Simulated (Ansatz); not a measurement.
# GeN (hypothetical, F-43m): thermal expansion from first principles, part 2 of 3

How much does GeN (hypothetical) expand with temperature? The compound is hypothetical: it was made by swapping elements on a known structure type.

Ansatz 0.2.0; DFT PBEsol, scalar-relativistic, plane waves, PAW.

So far. Step 2 (Probe on a coarse mesh): The start is under -18 GPa at this level and looks like a metal on this mesh.

### Step 4. Relaxation

Phonons are second derivatives about a minimum, so cell and atoms are relaxed first, inside the symmetry of the start.

The input, input.yaml:

```yaml
crystal:
  lattice:
    - [0.0, 2.3484810873, 2.3484810873]
    - [2.3484810873, 0.0, 2.3484810873]
    - [2.3484810873, 2.3484810873, 0.0]
  atoms:
    - { symbol: Ge, position: [0.0, 0.0, 0.0] }
    - { symbol: "N", position: [0.75, 0.75, 0.75] }
kpoints:
  mp_grid: { grid: [16, 16, 16] }
hamiltonian:
  xc: pbesol
scf:
  occupations: { method: gaussian, width: 0.1 }
output:
  forces: true
  stress: true
  eigenvalues: true
  write_density: true
  write_potential: true
  elf: true
  volumetric_format: npy
relax:
  adjacent_minimum: "off"
  f_tol: 0.005
  max_steps: 80
  cell: { stress_tol: 0.05 }
```

Launch:

```
ansatz run input.yaml --threads 4 --pin off --max-ram 8192MiB --backend cpu --events-out ev --progress --plain --runs-dir out
```

Numbers of over 12 decimals in the logs are rounded to 6 here.

Log:

```text
[...]
Crystal: 2 atoms, lattice volume = 25.905 Å³
Basis set: ecut = 420 eV, 531 PW (Γ), exchange–correlation on 48×48×48 points (8 copies of the dense FFT grid, shifted against one another)
Bands: 14, of which v1, the nominal top of the filled ones, is band 10 counted from 1 (9 counted from 0)
Symmetry: 24 space group operations
[...]
k-points: 145 of 4096 (time reversal used)
[...]
SCF iter   1: F=—  HF=-4631.021645 eV  |F-HF|=—  |Δ(HF+E_count)|=         —  Δρ=2.27e-2  dr2=1.66e-1  ethr=1.77e-3  ⟨swp⟩=5.1  Hψ=10873  notcnv=0
[...]
SCF iter   6: F=-4630.981093 eV  HF=-4630.981093 eV  |F-HF|=2.95e-8  |Δ(HF+E_count)|=   9.08e-7  Δρ=1.79e-5  dr2=2.93e-8  ethr=5.26e-10  ⟨swp⟩=8.9  Hψ=12790  notcnv=0
SCF 1 converged in 6 iterations: F = -4630.981093 eV  dr2 = 2.93e-8
[...]
relax step   1: F+E_penalty+E_count = -4630.98109272 eV  Δ(F+E_penalty+E_count) = +0.000e0 eV  max|allowed force component| = 4.626e-16 eV/Å  Δτ_max = 0.0000 Å  P = +1.939 GPa  Ω = 25.905 Å³  (6 SCF iters, dr2 threshold 1.00e-7 eV, accepted)
Crystal: 2 atoms, lattice volume = 26.133 Å³
[...]
SCF iter   6: F=-4630.982640 eV  HF=-4630.982640 eV  |F-HF|=1.00e-11  |Δ(HF+E_count)|=  4.93e-10  Δρ=3.32e-7  dr2=1.00e-11  ethr=2.71e-12  ⟨swp⟩=3.9  Hψ=8323  notcnv=0
SCF 2 converged in 6 iterations: F = -4630.982640 eV  dr2 = 1.00e-11
relax step   2: F+E_penalty+E_count = -4630.98264024 eV  Δ(F+E_penalty+E_count) = -1.548e-3 eV  max|allowed force component| = 3.978e-16 eV/Å  Δτ_max = 0.0000 Å  P = +0.998 GPa  Ω = 26.133 Å³  energy of the carried Pulay correction = -5.338e-4 eV  (6 SCF iters, dr2 threshold 2.00e-7 eV, accepted)
Crystal: 2 atoms, lattice volume = 26.379 Å³
[...]
SCF iter   6: F=-4630.982840 eV  HF=-4630.982840 eV  |F-HF|=1.09e-11  |Δ(HF+E_count)|=  5.33e-10  Δρ=3.30e-7  dr2=1.03e-11  ethr=2.81e-12  ⟨swp⟩=3.8  Hψ=8320  notcnv=0
SCF 3 converged in 6 iterations: F = -4630.982840 eV  dr2 = 1.03e-11
relax step   3: F+E_penalty+E_count = -4630.98284050 eV  Δ(F+E_penalty+E_count) = -2.003e-4 eV  max|allowed force component| = 4.163e-16 eV/Å  Δτ_max = 0.0000 Å  P = +0.012 GPa  Ω = 26.379 Å³  energy of the carried Pulay correction = -1.105e-3 eV  (6 SCF iters, dr2 threshold 2.00e-7 eV, accepted)
[...]
relax step   4: F+E_penalty+E_count = -4630.98405153 eV  Δ(F+E_penalty+E_count) = -1.211e-3 eV  max|allowed force component| = 3.978e-16 eV/Å  Δτ_max = 0.0000 Å  P = +0.074 GPa  Ω = 26.379 Å³  stress off target by 7.44e-2 GPa  SCF on the basis re-selected at this cell (its energy is not comparable with the rows above)  (6 SCF iters)
[...]
relax step   5: F+E_penalty+E_count = -4630.98401308 eV  Δ(F+E_penalty+E_count) = +3.845e-5 eV  max|allowed force component| = 4.903e-16 eV/Å  Δτ_max = 0.0000 Å  P = +0.002 GPa  Ω = 26.397 Å³  energy of the carried Pulay correction = -4.291e-5 eV  (6 SCF iters, accepted)
[...]
SCF iter   1: F=—  HF=-4630.984047 eV  |F-HF|=—  |Δ(HF+E_count)|=         —  Δρ=2.85e-6  dr2=3.39e-10  ethr=7.10e-8  ⟨swp⟩=2.9  Hψ=15238  notcnv=0
eigensolver tolerance schedule: the retry pair's looser diagonalisation over-reported the residual by 39821.47 of it (diagonalisation noise at 10.31 of the residual, at the tolerance the schedule requests for it); recorded, not acted on — ethr = c·dr2/N_el stays at c = 1.0e-1
SCF iter   2: F=—  HF=-4630.984050 eV  |F-HF|=—  |Δ(HF+E_count)|=   2.35e-6  Δρ=1.43e-6  dr2=9.36e-11  ethr=1.78e-12  ⟨swp⟩=2.1  Hψ=3461  notcnv=0
[...]
SCF iter   7: F=-4630.984050 eV  HF=-4630.984050 eV  |F-HF|=9.09e-13  |Δ(HF+E_count)|=  9.09e-13  Δρ=1.03e-9  dr2=1.16e-16  ethr=1.00e-12  ⟨swp⟩=2.0  Hψ=5656  notcnv=0
SCF 6 converged in 7 iterations: F = -4630.984050 eV  dr2 = 1.16e-16
relax step   6: F+E_penalty+E_count = -4630.98404977 eV  Δ(F+E_penalty+E_count) = -3.669e-5 eV  max|allowed force component| = 3.423e-16 eV/Å  Δτ_max = 0.0000 Å  P = +0.003 GPa  Ω = 26.397 Å³  stress off target by 3.08e-3 GPa  SCF on the basis re-selected at this cell (its energy is not comparable with the rows above)  (7 SCF iters)
[...]
SCF converged after 7 iterations
Free energy (F): -4630.984050 eV
[...]
Internal energy: -4630.976690 eV  (E = F + TS)
E sigma→0 (E₀):  -4630.980370 eV
Entropy (-TS):   -0.007360 eV (-3.680 meV/atom)
Fermi energy:    11.448672 eV
[...]
--- Stress (GPa, compression-positive) ---
        0.003077      -0.000000      -0.000000
       -0.000000       0.003077       0.000000
       -0.000000      -0.000000       0.003077
  P = ⅓ Tr σ = 0.0031 GPa (0.031 kbar)
--- Band table (eV; the first three rows and the last of 145) ---
  k-point 0: bands = [... 6 lower, 7.5094, 7.5471, 7.5471, 7.5471, 15.3397, 15.3397, 15.3397, 21.4234]
  k-point 1: bands = [... 6 lower, 6.5367, 7.5063, 7.5063, 8.4115, 15.1799, 15.4049, 15.4049, 21.7747]
  k-point 2: bands = [... 6 lower, 5.4728, 7.3941, 7.3941, 9.1397, 14.8646, 15.5732, 15.5732, 22.4549]
  k-point 144: bands = [... 6 lower, 1.0669, 4.2606, 4.3686, 13.2433, 13.4708, 15.5896, 18.0872, 19.6347]
--- Relaxed structure (4 steps of the walk, 4 accepted, 2 SCFs on fresh bases) ---
[...]
cell:  # Å, volume = 26.3974 Å³
    - [0, 2.363254, 2.363254]
    - [2.363254, 0, 2.363254]
    - [2.363254, 2.363254, 0]
  atoms:
    - { symbol: Ge, position: [0, 0, 0] }
    - { symbol: N, position: [0.750000, 0.750000, 0.750000] }
```

Run time: 7.2 s. Hardware: 4 threads of Arm Neoverse V2, shared host; peak memory 0.39 GiB.

The steps of the relaxation:

```tsv
step	energy less that of the first step (eV)	largest force component (eV/Å)	pressure (GPa)	volume (Å³)
1	0.0000	0.0000	1.94	25.91
2	-0.0015	0.0000	1.00	26.13
3	-0.0017	0.0000	0.01	26.38
4*	-0.0030	0.0000	0.07	26.38
5	-0.0029	0.0000	0.00	26.40
6*	-0.0030	0.0000	0.00	26.40
```

Relaxation steps marked * repeat the geometry before them on a plane-wave basis chosen anew for their cell, so energy and pressure can jump there.

Forces are held to the 24 operations that the run works with; a distortion that breaks them can't arise in this run.

```tsv
conventional cell, symmetrised	before	after	change
a (Å)	4.697	4.727	+0.6 %
b (Å)	4.697	4.727	+0.6 %
c (Å)	4.697	4.727	+0.6 %
volume (Å³/atom)	12.95	13.20	+1.9 %
```

The relaxed structure:

```
Ge N
1.0
     0.00000    2.36325    2.36325
     2.36325    0.00000    2.36325
     2.36325    2.36325    0.00000
Ge N
1 1
Direct
  0.00000 0.00000 0.00000
  0.75000 0.75000 0.75000
```

This step gave:

```yaml
pressure: 0.003077 GPa
volume_per_atom: 13.20 Å³
```

ELF in the ac plane of a cell with a along [110], b along [-110] and c along [001] of the cube at fractional y = 0.500, with atoms of Ge and N within 0.2 Å of it. It is the smooth field of the valence electrons, not physical close to the nuclei.

Ten even steps from '_' (0.02) to '@' (0.80), each cell a mean:
```
##++::________::++##**==..______..==**
@@@@**::____::**@@@@@@%%==..__..==%%@@
++%%%%==::::==%%%%==##@@**::::::**@@**
==@@%%==----++%%@@==##@@**----==**@@##
@@@@##==::--==##@@@@@@%%++--::--++%%@@
##**==::____::==**####++--..__..--++##
----==..____::==----------______------
..--==--....--==--..::--==::..::==--::
..::------------::....--------------..
....::::----::::........::::--::::....
....__........__......____......____..
....____________......______________..
::::____________::::::..__________..::
```
Columns run along a (6.7 Å), rows up along c (4.7 Å), edges of the conventional cell, whose origin can differ from the input's. Atoms in or near the plane, at fractional coordinates: Ge at (0.75, 0.50), Ge at (0.25, 0.50), N at (0.50, 0.75), N at (0.00, 0.75).

Electrostatic potential energy in the ac plane of a cell with a along [110], b along [-110] and c along [001] of the cube at fractional y = 0.500, with atoms of Ge and N within 0.2 Å of it. With pseudopotentials it is smooth inside the atoms' cores, unlike the true potential.

Values in eV, 7 rows by 16 columns, each cell a mean:
```
 -1   8  13  13  13  13  11   2  -1   8  13  13  13  13  11   2
-43 -18   9   9   8   9  -2 -38 -43 -18   9   9   8   9  -2 -38
-14   0  -4 -18 -20 -11   2 -10 -14   0  -4 -18 -20 -11   2 -10
 11   6 -16 -31 -34 -23  -1  10  11   6 -16 -31 -34 -23  -1  10
 12  10   1 -10 -12  -4   8  12  12  10   1 -10 -12  -4   8  12
 13  12  12  11  11  11  12  13  13  12  12  11  11  11  12  13
 12  12  13  13  13  13  13  12  12  12  13  13  13  13  13  12
```
Columns run along a (6.7 Å; values clipped at the 3rd and 97th percentile), rows up along c (4.7 Å), edges of the conventional cell, whose origin can differ from the input's. Atoms in or near the plane, at fractional coordinates: Ge at (0.75, 0.50), Ge at (0.25, 0.50), N at (0.50, 0.75), N at (0.00, 0.75).

Valence density in the ac plane of a cell with a along [110], b along [-110] and c along [001] of the cube at fractional y = 0.500, with atoms of Ge and N within 0.2 Å of it. It is the smooth field of the valence electrons, not physical close to the nuclei.

Ten steps, logarithmic in the rise over the least value, from '_' (0 e/Å³) to '@' (40 e/Å³), each cell a mean:
```
....____________......______________..
--::..________..::----..__________::--
====::________::======--..______..--==
====::........::======--..........--==
----::::----::::------::::----::::::--
....::==%%%%==::........::**%%**::....
____..++@@@@++..______..--##@@##--..__
____..--****--..________::==**==::____
______..::::..__________....::....____
______________________________________
______________________________________
______________________________________
______________________________________
```
Columns run along a (6.7 Å), rows up along c (4.7 Å), edges of the conventional cell, whose origin can differ from the input's. Atoms in or near the plane, at fractional coordinates: Ge at (0.75, 0.50), Ge at (0.25, 0.50), N at (0.50, 0.75), N at (0.00, 0.75).

The relaxation ends with a pressure of 0.00 GPa.

### Step 5. Tight relaxation

The thresholds are tightened for a last relaxation ahead of the phonons, and where mesh or smearing change with them the cell follows.

The input, input.yaml:

```yaml
crystal:
  lattice:
    - [0.0, 2.3632537475, 2.3632537475]
    - [2.3632537475, 0.0, 2.3632537475]
    - [2.3632537475, 2.3632537475, 0.0]
  atoms:
    - { symbol: Ge, position: [0.0, 0.0, 0.0] }
    - { symbol: "N", position: [0.75, 0.75, 0.75] }
kpoints:
  mp_grid: { grid: [16, 16, 16] }
hamiltonian:
  xc: pbesol
scf:
  occupations: { method: methfessel_paxton, width: 0.15 }
output:
  forces: true
  stress: true
  eigenvalues: true
relax:
  adjacent_minimum: "off"
  f_tol: 0.001
  max_steps: 60
  cell: { stress_tol: 0.01 }
```

Log:

```text
[...]
Crystal: 2 atoms, lattice volume = 26.397 Å³
Basis set: ecut = 420 eV, 531 PW (Γ), exchange–correlation on 48×48×48 points (8 copies of the dense FFT grid, shifted against one another)
Bands: 14, of which v1, the nominal top of the filled ones, is band 10 counted from 1 (9 counted from 0)
Symmetry: 24 space group operations
[...]
k-points: 145 of 4096 (time reversal used)
[...]
k-point 144: bands = [... 6 lower, 1.0664, 4.2605, 4.3684, 13.2426, 13.4699, 15.5883, 18.0863, 19.6333]
--- Relaxed structure (2 steps of the walk, 2 accepted, 1 SCFs on fresh bases) ---
[...]
cell:  # Å, volume = 26.3992 Å³
    - [0.0, 2.363308, 2.363308]
    - [2.363308, 0, 2.363308]
    - [2.363308, 2.363308, 0]
  atoms:
    - { symbol: Ge, position: [0, 0, 0] }
    - { symbol: N, position: [0.75, 0.75, 0.75] }
[key lines of the parts left out:]
SCF converged after 4 iterations
Free energy (F): -4630.980948 eV
Fermi energy:    11.447758 eV
P = ⅓ Tr σ = 0.0076 GPa (0.076 kbar)
```

It took 3.3 s on 4 threads; peak memory 0.38 GiB.

Little changed from the start: no atom moved by 0.005 Å and no cell edge by 0.1 %.

This step gave:

```yaml
pressure: 0.007639 GPa
```

The residual pressure is 0.0076 GPa, small enough for phonons.

### Step 6. Phonons on strained cells, q-mesh 2×2×2

The study relaxes the crystal at several strains, solves the phonons on some of them and minimises the free energy at each temperature (static energy, vibrations, the electrons in a metal, and PV under a set pressure); the q-mesh sets how far the force constants reach.

input.yaml, the sections that differ from step 5:

```yaml
crystal:
  lattice:
    - [0.0, 2.3633083058, 2.3633083058]
    - [2.3633083058, 0.0, 2.3633083058]
    - [2.3633083058, 2.3633083058, 0.0]
  atoms:
    - { symbol: Ge, position: [0.0, 0.0, 0.0] }
    - { symbol: "N", position: [0.75, 0.75, 0.75] }
output:
  eigenvalues: true
phonons:
  method: dfpt
  qmesh: [2, 2, 2]
  temperatures: { t_max: 1200.0, t_step: 50 }
  thermal_expansion: {}
# kpoints, hamiltonian, scf: as in step 5
# relax: removed
```

Log:

```text
The last accepted step is kept in <dir> (removed where the run ends without a failure and the disk answers)
Engine: ansatz 0.2.0, aarch64-unknown-linux-gnu
Pseudopotentials: kind: paw
Pseudopotential: Ge, paw, valence charge 14, recommended cutoff 420 eV (normal), Ge.paw.azcp
Pseudopotential: N, paw, valence charge 5, recommended cutoff 420 eV (normal), N.paw.azcp
Functional definition: PBEsol
  exchange = pbesol_x
  correlation = pbesol_c
Crystal: 2 atoms, lattice volume = 26.399 Å³
Basis set: ecut = 487.2 eV, 645 PW (Γ), exchange–correlation on 50×50×50 points (8 copies of the dense FFT grid, shifted against one another)
Bands: 14, of which v1, the nominal top of the filled ones, is band 10 counted from 1 (9 counted from 0)
Symmetry: 24 space group operations
Space group: F-43m (ITA 216), of the structure as read, at distance tolerance 3.0e-5 Å
k-points: 145 of 4096 (time reversal used)
Non-local potential: Ge, projectors of the file, l = 0: 2, l = 1: 2, l = 2: 3, l = 3: 1
Non-local potential: N, projectors of the file, l = 0: 2, l = 1: 2, l = 2: 1
PAW form: soft (Blöchl's): semilocal exchange-correlation on the pseudo side does not see the compensation charge
PAW frozen core: Ge, regenerated for the run's functional, and the local potential with it (the file was generated under x = pbe(κ = 0.804, μ = 0.219515), c = pbe(β = 0.066725))
PAW frozen core: N, regenerated for the run's functional, and the local potential with it (the file was generated under x = pbe(κ = 0.804, μ = 0.219515), c = pbe(β = 0.066725))
PAW one-centre angular grid: Ge, 590 points (default); XC on 64 Gauss nodes
PAW one-centre angular grid: N, 110 points (default); XC on 64 Gauss nodes
Initial density: superposition of atomic densities (neutral atoms: chi_scale 0, normalization atom), corrected by the library's trained network
Initial wavefunctions: pseudopotential atomic-orbital guess
Functional: x = pbesol(κ = 0.804, μ = 0.123457), c = pbesol(β = 0.046)
SCF iter   1: F=—  HF=-4631.023270 eV  |F-HF|=—  |Δ(HF+E_count)|=         —  Δρ=2.16e-2  dr2=1.53e-1  ethr=1.77e-3  ⟨swp⟩=5.0  Hψ=10810  notcnv=0
preconditioner: auto → none  [metal: Δε(μ)=0.003 eV  Ē_g=22.677 eV  σ=0.150 eV  W_gap=0.02  n_scr=8 (ndim 8)  ℏωp=31.5 eV  f_vac=0.008  D(μ)=1.65/eV (n_scr^D=14)  sad-step TF]
SCF iter   2: F=—  HF=-4631.003903 eV  |F-HF|=—  |Δ(HF+E_count)|=   1.94e-2  S|Δr|=    0.00e0  Δρ=1.47e-2  dr2=7.52e-2  ethr=8.08e-4  ⟨swp⟩=1.0  Hψ=3190  notcnv=0
SCF iter   3: F=—  HF=-4630.986931 eV  |F-HF|=—  |Δ(HF+E_count)|=   1.70e-2  S|Δr|=    0.00e0  Δρ=1.78e-3  dr2=4.19e-4  ethr=3.96e-4  ⟨swp⟩=2.2  Hψ=2907  notcnv=0
[...]
E_local      = -2421.591704  (includes V_loc(G=0)·N_el)
  E_nonlocal   = 467.382188
  E_hartree    = 1033.182687
  E_xc         = -133.747506
  E_vxc        = -139.781390  (∫ρ·V_xc dr)
  E_paw        = -2101.044648  (= ΣΔE_a)
  E_vpaw       = -331.668241  (= ΣTr[D̂ρ^β])
  E_aug_tail   = 0.000027  (compensation charges beyond the density's cutoff)
  E_ewald      = -1714.457749
  E_core_change = 0.946035  (= ΣΔE_core)
  E_smearing   = -0.002257  (= −TS)
  E_closure    = 0.000000  (closes the sum)
  Σ components = -4630.986359   (vs F -4630.986359, Δ=0.00e0)
--- Forces (eV/Å), atoms counted from 1 ---
  atom   1  Ge     0.00000000    -0.00000000     0.00000000
  atom   2  N     -0.00000000     0.00000000    -0.00000000
  max |Σ_I F_I| component: 1.11e-16 eV/Å
--- Stress (GPa, compression-positive) ---
       -0.003355      -0.000000       0.000000
        0.000000      -0.003355       0.000000
       -0.000000       0.000000      -0.003355
  P = ⅓ Tr σ = -0.0034 GPa (-0.034 kbar)
--- Band table (eV; the first three rows and the last of 145) ---
  k-point 0: bands = [... 6 lower, 7.5093, 7.5472, 7.5472, 7.5472, 15.3383, 15.3383, 15.3383, 21.4214]
  k-point 1: bands = [... 6 lower, 6.5367, 7.5063, 7.5063, 8.4114, 15.1785, 15.4035, 15.4035, 21.7727]
  k-point 2: bands = [... 6 lower, 5.4728, 7.3942, 7.3942, 9.1395, 14.8633, 15.5719, 15.5719, 22.4530]
  k-point 144: bands = [... 6 lower, 1.0664, 4.2601, 4.3684, 13.2423, 13.4697, 15.5885, 18.0852, 19.6326]
── thermal expansion: 3 new cells, 3 in all ──
thermal expansion: relaxation of cell 2
thermal expansion: relaxation of cell 3
── thermal expansion: 2 new cells, 5 in all ──
thermal expansion: relaxation of cell 4
thermal expansion: lower-state search of cell 4
thermal expansion: electrons of cell 4
thermal expansion: phonons of cell 4
WARN: thermal expansion, phonons of cell 4: eigensolver did not converge (k=22): 1 band(s) unlocked after 20 sweeps at ethr=1.00e-12 eV (lowest unlocked band 13, counted from 0; max residual 4.67e-6 eV among the unlocked bands, 4.67e-6 eV over every band)
WARN: thermal expansion: eigensolver_not_converged in the phonons of 1 cell: 4
WARN: thermal expansion: vibrations_at_or_below_zero in the phonons of 1 cell: 4
this run last wrote the structure of step 1 to <dir>
--- Relaxed structure (1 steps of the walk, 1 accepted, 0 SCFs on fresh bases) ---
  F+E_penalty+E_count = -4630.98635887 eV   max|allowed force component| = 4.626e-16 eV/Å
  atoms:
    - { symbol: Ge, position: [0.0, 0.0, 0.0] }
    - { symbol: N, position: [0.750000, 0.750000, 0.750000] }
--- Thermal expansion: 5 cells in 2 rounds, 0 GPa ---
  no lower state was reached at cell 4; its state was not examined: fill_not_monotonic
  not told: vibrations stand at or below zero in cell 4 (0.875 modes a cell, the lowest at -389.3 cm⁻¹): the crystal is at no minimum there, or its k-points are too few: type the crystal that it becomes, another pressure, or a denser kpoints.mp_grid, in a new run
  eigensolver_not_converged in the phonons of 1 cell: 4
  vibrations_at_or_below_zero in the phonons of 1 cell: 4
Error: vibrations stand at or below zero in cell 4 (0.875 modes a cell, the lowest at -389.3 cm⁻¹): the crystal is at no minimum there, or its k-points are too few: type the crystal that it becomes, another pressure, or a denser kpoints.mp_grid, in a new run
[key lines of the parts left out:]
SCF converged after 8 iterations
Free energy (F): -4630.986359 eV
Fermi energy:    11.447759 eV
```

Elapsed: 79 s, on 4 threads; peak memory 1.4 GiB.

The run ended with an error.

The program's message: “vibrations stand at or below zero in cell 4 (0.875 modes a cell, the lowest at -389.3 cm⁻¹): the crystal is at no minimum there, or its k-points are too few: type the crystal that it becomes, another …”

(Part 2 of 3 ends here.)

[Logs are printed without paths, hosts, clocks, repeated set-up lines and the standing remarks that a program may print on its own settings, such as how far it seeks lower states.]

[Hosts, paths, dates, database ids (printed as entryN), source tags and the programs' standing remarks are cut or masked in the printed files.]

[A step with changed settings may run another functional than the one named; its input shows which.]

[Pressures of single members of a volume series are the stress at the run's cutoff; with an incomplete basis they can lie off −dE/dV of the same runs, and they are not shown converged.]
